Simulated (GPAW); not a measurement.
# PbO (Litharge): optical spectrum from first principles, part 2 of 2

Wanted: where PbO (Litharge) starts to absorb, how strongly, and its refractive index. The cell comes from an older database entry, whose edges can differ from later determinations, mostly by under a per cent.

GPAW 26.7.0; DFT, PBE, plane-wave PAW (GPAW data sets), scalar-relativistic, RPA, optical limit.

So far. Step 2 (Ground state): There is a gap, 1.13 eV on this mesh (points off the mesh can give less), so no carriers' term is needed.

The database entry behind the starting cell differs from later determinations by our own check (an axis about 0.4 % long against later determinations), so it need not match the best structure at ambient conditions.

## 4. Dielectric function, RPA

Transitions between filled and empty bands, summed over the zone, give the optical response, so mesh, band count and broadening shape it.

The induced potential is part of this response.

This step: DFT, PBE, plane-wave PAW (GPAW data sets), scalar-relativistic, RPA, optical limit (GPAW 26.7.0).

File df.py:

```python
from gpaw.response.df import DielectricFunction

df = DielectricFunction('full.gpw', frequencies={'type': 'nonlinear', 'domega0': 0.03, 'omega2': 8},
                        ecut=60,
                        eta=0.1,
                        nbands=59,
                        txt='df.txt')
for direction in ['x', 'z']:
    df.get_dielectric_function(xc='RPA', direction=direction, filename=f'df_{direction}.csv')
```

Started as:

```console
OMP_NUM_THREADS=1 python df.py
```

The program printed:

```text
Using integrator: PointIntegrator
NonLinearFrequencyDescriptor(from 0.000 to 51.823 eV, 470 points)
Nonperiodic BCs:  [False False False]
Using integrator: PointIntegrator
NonLinearFrequencyDescriptor(from 0.000 to 51.823 eV, 470 points)
Nonperiodic BCs:  [False False False]

Calculating chi0 body with:
    Ground state adapter containing:
    Number of spins: 1
    Number of kpoints: 384
    Number of irreducible kpoints: 60
    Number of completely occupied states: 20
    Number of partially occupied states: 20

    Linear response parametrization:
    q_c: [0.0, 0.0, 0.0]
    Number of frequency points: 470
    Planewave cutoff: 60.0
    Number of bands: 59
    Number of planewaves: 83
    Broadening (eta): 0.1

Integrating chi0 body.

Symmetries of q_c:
    Direct symmetries (Uq -> q): 8
    Indirect symmetries (TUq -> q): 8
In total 16 allowed symmetries.

60 groups of equivalent kpoints. 84.375% reduction.

Integral kind: spectral function

Calculating chi0 optical extensions with:
    Ground state adapter containing:
    Number of spins: 1
    Number of kpoints: 384
    Number of irreducible kpoints: 60
    Number of completely occupied states: 20
    Number of partially occupied states: 20

    Linear response parametrization:
    Number of frequency points: 470
    Planewave cutoff: 60.0
    Number of bands: 59
    Number of planewaves: 83
    Broadening (eta): 0.1
Integrating chi0 head and wings.

Symmetries of q_c:
    Direct symmetries (Uq -> q): 8
    Indirect symmetries (TUq -> q): 8
In total 16 allowed symmetries.

60 groups of equivalent kpoints. 84.375% reduction.

Integral kind: spectral function wings
```

It took 25 s on 1 thread of Arm Neoverse V2, shared host; peak memory 0.39 GiB.

Numbers from this step:

| Property | Result |
| --- | --- |
| electronic dielectric constant ε∞, mean over x, y and z (by symmetry where fewer were run) | 6.324 |
| main peak of Im epsilon, first axis | 4.026 eV |

Some rows of df_x.csv (energy; Re and Im without local fields; Re and Im with them):

```text
0.000000, 7.176154, 0.000000, 6.515904, 0.000000
0.555532, 7.272940, 0.035776, 6.599601, 0.030934
1.143969, 7.621225, 0.087127, 6.900710, 0.075347
1.768324, 8.466585, 0.215216, 7.634909, 0.189142
2.431988, 10.318685, 0.924904, 9.182971, 0.838884
3.138794, 12.499916, 4.937516, 10.704779, 4.009706
3.893091, 6.840203, 12.895390, 7.352065, 11.309218
4.699832, -1.351819, 9.766389, -0.093134, 9.907171
5.564682, 0.497301, 6.757021, 0.641046, 6.556073
6.494155, 0.095314, 6.014643, 0.394369, 5.445660
7.495775, -1.497820, 3.153447, -1.406840, 3.023317
8.578281, -0.050390, 2.778394, 0.020974, 2.428139
9.751884, 0.176545, 2.761837, 0.309069, 2.281502
11.028587, -0.858192, 1.547420, -0.657514, 1.702153
12.422601, 0.297661, 1.016545, 0.311677, 0.909148
13.950874, 0.637719, 1.073844, 0.700798, 0.919608
15.633783, 0.087971, 1.452539, 0.391678, 1.414200
17.496047, 0.401077, 0.702940, 0.456661, 0.682002
19.567954, 0.155840, 0.708238, 0.246830, 0.728099
```

The Im ε has structure finer than the step of the table below, so its rows give means over 0.5 eV, whole bins alone (the curve runs from 0 to 21.9 eV). Peaks (eV: height): E ∥ x 4.02: 12.0, 4.56: 11.3, 6.71: 6.27; E ∥ z 4.56: 13.7, 7.04: 5.14.

Values under the direct gap are tails of Lorentzian lines. Im ε against photon energy; means over each step:

| photon energy (eV) | E ∥ x | E ∥ z |
| --- | --- | --- |
| 0.5 | 0.0279 | 0.0242 |
| 1.0 | 0.0632 | 0.0543 |
| 1.5 | 0.125 | 0.102 |
| 2.0 | 0.435 | 0.242 |
| 2.5 | 1.05 | 0.991 |
| 3.0 | 3.09 | 3.06 |
| 3.5 | 7.61 | 5.24 |
| 4.0 | 10.9 | 8.76 |
| 4.5 | 10.0 | 12.2 |
| 5.0 | 6.49 | 7.29 |
| 5.5 | 5.68 | 4.64 |
| 6.0 | 5.06 | 3.85 |
| 6.5 | 5.67 | 3.47 |
| 7.0 | 4.44 | 4.55 |
| 7.5 | 2.99 | 3.84 |
| 8.0 | 2.35 | 2.26 |
| 8.5 | 2.34 | 1.60 |
| 9.0 | 2.18 | 1.36 |
| 9.5 | 2.01 | 1.31 |
| 10.0 | 2.30 | 1.31 |
| 10.5 | 2.15 | 1.85 |
| 11.0 | 1.80 | 1.78 |
| 11.5 | 1.18 | 1.41 |
| 12.0 | 0.851 | 1.05 |
| 12.5 | 0.855 | 0.882 |
| 13.0 | 0.758 | 0.689 |
| 13.5 | 0.837 | 0.544 |
| 14.0 | 0.914 | 0.463 |
| 14.5 | 1.16 | 0.608 |
| 15.0 | 1.29 | 0.960 |
| 15.5 | 1.32 | 1.14 |
| 16.0 | 1.09 | 0.792 |
| 16.5 | 0.941 | 0.631 |
| 17.0 | 0.790 | 0.473 |
| 17.5 | 0.737 | 0.480 |
| 18.0 | 0.844 | 0.445 |
| 18.5 | 0.890 | 0.647 |
| 19.0 | 0.897 | 0.708 |
| 19.5 | 0.773 | 0.680 |
| 20.0 | 0.646 | 0.606 |
| 20.5 | 0.566 | 0.477 |
| 21.0 | 0.508 | 0.508 |
| 21.5 | 0.494 | 0.657 |

The Re ε by photon energy:

| photon energy (eV) | E ∥ x | E ∥ z |
| --- | --- | --- |
| 0.0 | 6.52 | 5.94 |
| 0.5 | 6.58 | 6.00 |
| 1.0 | 6.80 | 6.19 |
| 1.5 | 7.24 | 6.56 |
| 2.0 | 8.15 | 7.28 |
| 2.5 | 9.31 | 8.40 |
| 3.0 | 11.3 | 9.64 |
| 3.5 | 11.9 | 9.69 |
| 4.0 | 5.88 | 8.79 |
| 4.5 | 3.61 | 3.61 |
| 5.0 | 0.0305 | -2.37 |
| 5.5 | 1.42 | 0.575 |
| 6.0 | 1.07 | -0.674 |
| 6.5 | 0.404 | 0.940 |
| 7.0 | -1.71 | 0.827 |
| 7.5 | -1.40 | -0.755 |
| 8.0 | -0.488 | -1.48 |
| 8.5 | 0.0595 | -0.565 |
| 9.0 | -0.255 | 0.0130 |
| 9.5 | 0.299 | 0.134 |
| 10.0 | 0.300 | 0.571 |
| 10.5 | -0.221 | 0.623 |
| 11.0 | -0.650 | -0.213 |
| 11.5 | -0.399 | -0.0723 |
| 12.0 | -0.148 | -0.0272 |
| 12.5 | 0.255 | -0.0530 |
| 13.0 | 0.440 | 0.291 |
| 13.5 | 0.816 | 0.376 |
| 14.0 | 0.704 | 0.574 |
| 14.5 | 0.835 | 0.928 |
| 15.0 | 0.537 | 0.926 |
| 15.5 | 0.556 | 0.563 |
| 16.0 | 0.204 | 0.433 |
| 16.5 | 0.353 | 0.426 |
| 17.0 | 0.363 | 0.550 |
| 17.5 | 0.460 | 0.623 |
| 18.0 | 0.540 | 0.840 |
| 18.5 | 0.544 | 0.895 |
| 19.0 | 0.399 | 0.866 |
| 19.5 | 0.264 | 0.698 |
| 20.0 | 0.331 | 0.657 |
| 20.5 | 0.395 | 0.746 |
| 21.0 | 0.426 | 0.834 |
| 21.5 | 0.467 | 0.895 |

The refractive index n and extinction k by photon energy:

| photon energy (eV) | n, E ∥ x | k, E ∥ x | n, E ∥ z | k, E ∥ z |
| --- | --- | --- | --- | --- |
| 0 | 2.55 | 0 | 2.44 | 0 |
| 2 | 2.86 | 0.0738 | 2.70 | 0.0396 |
| 4 | 3.09 | 1.92 | 3.31 | 1.46 |
| 6 | 1.81 | 1.49 | 1.30 | 1.53 |
| 8 | 0.978 | 1.20 | 0.764 | 1.44 |
| 10 | 1.13 | 0.986 | 1.00 | 0.662 |
| 12 | 0.599 | 0.712 | 0.706 | 0.725 |
| 14 | 0.963 | 0.472 | 0.808 | 0.282 |
| 16 | 0.797 | 0.656 | 0.807 | 0.467 |
| 18 | 0.882 | 0.488 | 0.944 | 0.229 |
| 20 | 0.730 | 0.449 | 0.883 | 0.350 |

The loss function −Im 1/ε at q → 0 has structure finer than the step of the table below, so its rows give means over 0.5 eV, whole bins alone (the curve runs from 0 to 21.9 eV). Peaks (eV: height): E ∥ x 12.18: 1.41, 12.75: 1.18, 16.85: 1.12, 20.19: 1.27; E ∥ z 8.96: 0.777, 12.67: 1.43, 13.25: 1.41, 16.34: 1.12, 20.19: 0.786.

Values under the direct gap are tails of Lorentzian lines. Loss function −Im 1/ε at q → 0 against energy loss; means over each step:

| energy loss (eV) | E ∥ x | E ∥ z |
| --- | --- | --- |
| 0.5 | 6.4e-4 | 6.7e-4 |
| 1.0 | 0.00136 | 0.00141 |
| 1.5 | 0.00235 | 0.00235 |
| 2.0 | 0.00657 | 0.00439 |
| 2.5 | 0.0116 | 0.0129 |
| 3.0 | 0.0240 | 0.0295 |
| 3.5 | 0.0398 | 0.0461 |
| 4.0 | 0.0734 | 0.0579 |
| 4.5 | 0.0898 | 0.0731 |
| 5.0 | 0.156 | 0.133 |
| 5.5 | 0.172 | 0.215 |
| 6.0 | 0.192 | 0.262 |
| 6.5 | 0.174 | 0.273 |
| 7.0 | 0.208 | 0.215 |
| 7.5 | 0.302 | 0.241 |
| 8.0 | 0.414 | 0.339 |
| 8.5 | 0.427 | 0.558 |
| 9.0 | 0.459 | 0.726 |
| 9.5 | 0.490 | 0.745 |
| 10.0 | 0.431 | 0.642 |
| 10.5 | 0.462 | 0.475 |
| 11.0 | 0.516 | 0.571 |
| 11.5 | 0.772 | 0.706 |
| 12.0 | 1.16 | 0.950 |
| 12.5 | 1.09 | 1.15 |
| 13.0 | 1.03 | 1.31 |
| 13.5 | 0.714 | 1.24 |
| 14.0 | 0.674 | 0.819 |
| 14.5 | 0.553 | 0.491 |
| 15.0 | 0.640 | 0.524 |
| 15.5 | 0.661 | 0.727 |
| 16.0 | 0.878 | 0.998 |
| 16.5 | 0.956 | 1.09 |
| 17.0 | 1.05 | 0.875 |
| 17.5 | 0.943 | 0.705 |
| 18.0 | 0.828 | 0.495 |
| 18.5 | 0.833 | 0.533 |
| 19.0 | 0.931 | 0.597 |
| 19.5 | 1.13 | 0.710 |
| 20.0 | 1.22 | 0.755 |
| 20.5 | 1.21 | 0.625 |
| 21.0 | 1.14 | 0.524 |
| 21.5 | 1.03 | 0.569 |

The reflectivity at normal incidence has structure finer than the step of the table below, so its rows give means over 0.5 eV, whole bins alone (the curve runs from 0 to 21.9 eV). Peaks (eV: height): E ∥ x 4.07: 40.1, 4.79: 42.4, 5.61: 34.1, 7.04: 40.4, 11.03: 29.8, 15.83: 13.9, 19.57: 10.8; E ∥ z 4.65: 46.6, 5.61: 33.6, 7.97: 41.0, 10.95: 22.9, 15.63: 11.3.

The reflectivity at normal incidence by photon energy; means over each step:

| photon energy (eV) | E ∥ x (%) | E ∥ z (%) |
| --- | --- | --- |
| 0.5 | 19.3 | 17.7 |
| 1.0 | 19.9 | 18.2 |
| 1.5 | 21.0 | 19.3 |
| 2.0 | 23.0 | 21.2 |
| 2.5 | 25.8 | 24.2 |
| 3.0 | 29.6 | 27.7 |
| 3.5 | 35.1 | 29.7 |
| 4.0 | 38.2 | 34.7 |
| 4.5 | 38.4 | 42.6 |
| 5.0 | 35.3 | 44.5 |
| 5.5 | 30.3 | 30.6 |
| 6.0 | 27.9 | 29.3 |
| 6.5 | 31.3 | 21.1 |
| 7.0 | 38.4 | 28.4 |
| 7.5 | 34.1 | 34.7 |
| 8.0 | 25.8 | 38.9 |
| 8.5 | 21.5 | 28.4 |
| 9.0 | 21.8 | 19.1 |
| 9.5 | 17.2 | 14.4 |
| 10.0 | 19.4 | 9.80 |
| 10.5 | 23.3 | 12.9 |
| 11.0 | 27.3 | 19.6 |
| 11.5 | 26.5 | 19.4 |
| 12.0 | 20.2 | 18.0 |
| 12.5 | 11.4 | 16.9 |
| 13.0 | 7.98 | 11.1 |
| 13.5 | 5.18 | 7.36 |
| 14.0 | 5.46 | 3.42 |
| 14.5 | 6.52 | 2.24 |
| 15.0 | 9.37 | 4.63 |
| 15.5 | 10.7 | 9.08 |
| 16.0 | 12.6 | 8.07 |
| 16.5 | 10.4 | 6.76 |
| 17.0 | 8.93 | 3.78 |
| 17.5 | 6.53 | 2.73 |
| 18.0 | 6.41 | 1.55 |
| 18.5 | 7.07 | 2.62 |
| 19.0 | 8.81 | 3.29 |
| 19.5 | 9.91 | 3.79 |
| 20.0 | 8.53 | 3.62 |
| 20.5 | 7.10 | 2.26 |
| 21.0 | 5.86 | 1.87 |
| 21.5 | 4.91 | 2.88 |

Optical constants at common wavelengths, from n + ik = √ε:

| wavelength (nm) | n x | k x | R (%) x | 1/α x | n z | k z | R (%) z | 1/α z |
| --- | --- | --- | --- | --- | --- | --- | --- | --- |
| 1064 | 2.63 | 0.015 | 20.2 | 5.7 µm | 2.51 | 0.013 | 18.5 | 6.4 µm |
| 633 | 2.84 | 0.060 | 23.0 | 838 nm | 2.68 | 0.037 | 20.9 | 1.4 µm |
| 532 | 2.96 | 0.097 | 24.5 | 438 nm | 2.84 | 0.129 | 23.1 | 329 nm |
| 450 | 3.20 | 0.316 | 27.8 | 113 nm | 3.06 | 0.350 | 26.3 | 102 nm |
| 365 | 3.60 | 0.835 | 34.1 | 35 nm | 3.09 | 0.677 | 28.0 | 43 nm |
| 308 | 3.04 | 1.978 | 39.9 | 12 nm | 3.26 | 1.509 | 36.2 | 16 nm |
| 193 | 1.75 | 1.604 | 30.9 | 9.6 nm | 1.40 | 1.141 | 20.7 | 13 nm |

Below the direct gap, k and the depth come from the tails of the Lorentzian lines, not from transitions.

At 1064 nm the birefringence n(z) − n(x) is -0.123: the crystal is uniaxial negative at this level.

## 5. Outcome

```yaml
electronic_dielectric_constant_eps_infinity_mean_over_x_y_and_z_by_symmetry_where_fewer_were_run_rpa: 6.32
main_peak_of_im_epsilon_first_axis: 4.03 eV
```

What this shows: At this level (PBE, RPA) PbO has a mean ε∞ = 6.32 and n = 2.59 at 1550 nm (E ∥ x), and Im ε peaks at 4.0 eV (E ∥ x). On the mesh the gap is 1.13 eV and the least direct gap 2.12 eV, so on this mesh the band edges lie at different points. Local fields change the static value along x from 7.18 to 6.52 (-9 %). Distinct maxima of Im ε, read by a parabola through the highest points, lie at 4.03 eV (12), 4.55 eV (11), 5.55 eV (6.6) and 6.71 eV (6.3) for E ∥ x. The static values by axis are 6.52 (x), 5.94 (z). At 1064 nm the birefringence n(z) − n(x) is -0.123: the crystal is uniaxial negative at this level. Excitons and phonon-assisted transitions are missing; PBE gaps are as a rule too small, which pulls the onset down and ε∞ up, while the missing spin-orbit coupling works the other way with such heavy atoms. Spin-orbit coupling is left out although heavy atoms are present. The sum runs over mesh points, so small or evenly spaced maxima can still be ripples of the mesh. In this version of GPAW the matrix elements of the optical limit are incomplete, which can lower ε − 1 by up to a tenth where first-row anions or d states rule, and shift it by more in d metals.

[Machine, clock and banner lines and Python warnings are left out of the logs.]

[Logs are printed without paths, hosts, clocks, repeated set-up lines and the standing remarks that a program may print on its own settings, such as how far it seeks lower states.]

[Hosts, paths, dates, database ids (printed as entryN), source tags and the programs' standing remarks are cut or masked in the printed files.]
